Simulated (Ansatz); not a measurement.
## GaN (P6_3mc): how ε∞ follows the gap

The empty bands of GaN (P6_3mc) are shifted up rigidly by Δ, and ε∞ along x is computed for each shift. x, y and z are the Cartesian axes of the input cell.

Symmetry: P6_3mc, No. 186, hexagonal system. The conventional cell has a = 3.180 Å, b = 3.180 Å, c = 5.166 Å, α = 90.00°, β = 90.00°, γ = 120.00°. Ga on site b is surrounded by 4 N at 1.94 to 1.95 Å. N on site b has 4 Ga at 1.94 to 1.95 Å as nearest neighbours.

Method: Ansatz 0.2.0, PBE, independent particles, k-mesh 9×9×5 with interpolation inside its cells, Gaussian parameter 0.1 eV.

Launch of the response step: `ansatz run input.yaml --threads 4 --pin off --max-ram 8192MiB --backend cpu --events-out ev --progress --plain --runs-dir out`. The series took 2.5 min in all, on 4 threads of Arm Neoverse V2, with other jobs on the host.

```tsv
Δ (eV)	ε∞ along x
0.00	5.879
0.40	5.614
0.80	?
1.20	5.177
1.60	4.994
2.00	4.829
```

With one effective transition at E₀ and fixed dipole strength, ε∞ − 1 = A/(E₀ + Δ), so 1/(ε∞ − 1) is linear in Δ.

Working, on the rows shown:

| x = Δ (eV) | y = 1/(ε∞ − 1) |
| --- | --- |
| 0 | 0.20496 |
| 0.4 | 0.216732 |
| 1.2 | 0.239406 |
| 1.6 | 0.250376 |
| 2 | 0.261165 |

Means: x̄ = 1.04, ȳ = 0.23453. Σ(x − x̄)(y − ȳ) = 0.07737, Σ(x − x̄)² = 2.752. Slope = 0.07737 / 2.752 = 0.02811; intercept = ȳ − slope · x̄ = 0.20529. Turned back into ε∞ along x, the line misses the rows shown by at most 0.0078.

Problem. Fill in the last column of the withheld row.

Solution. At x = 0.8 the line gives y = 0.22778, that is 5.390. The run gave 5.382, so the interpolation is off by 0.0082, 0.8 % of the range in the table.

Refitted with all rows, the slope is 0.02808 and the intercept 0.20539. These give E₀ = intercept/slope = 7.3 eV, far above the least direct gap of 1.96 eV: most of the screening comes from transitions well over the edge. Over the first step ε∞ falls by 11 % per eV. The cell comes from an older database entry, whose edges can be off by a per cent or so. Excitons are left out and so are local fields; PBE gaps are as a rule too small. Spin-orbit coupling is left out.

[Logs are printed without paths, hosts, clocks, repeated set-up lines and the standing remarks that a program may print on its own settings, such as how far it seeks lower states.]
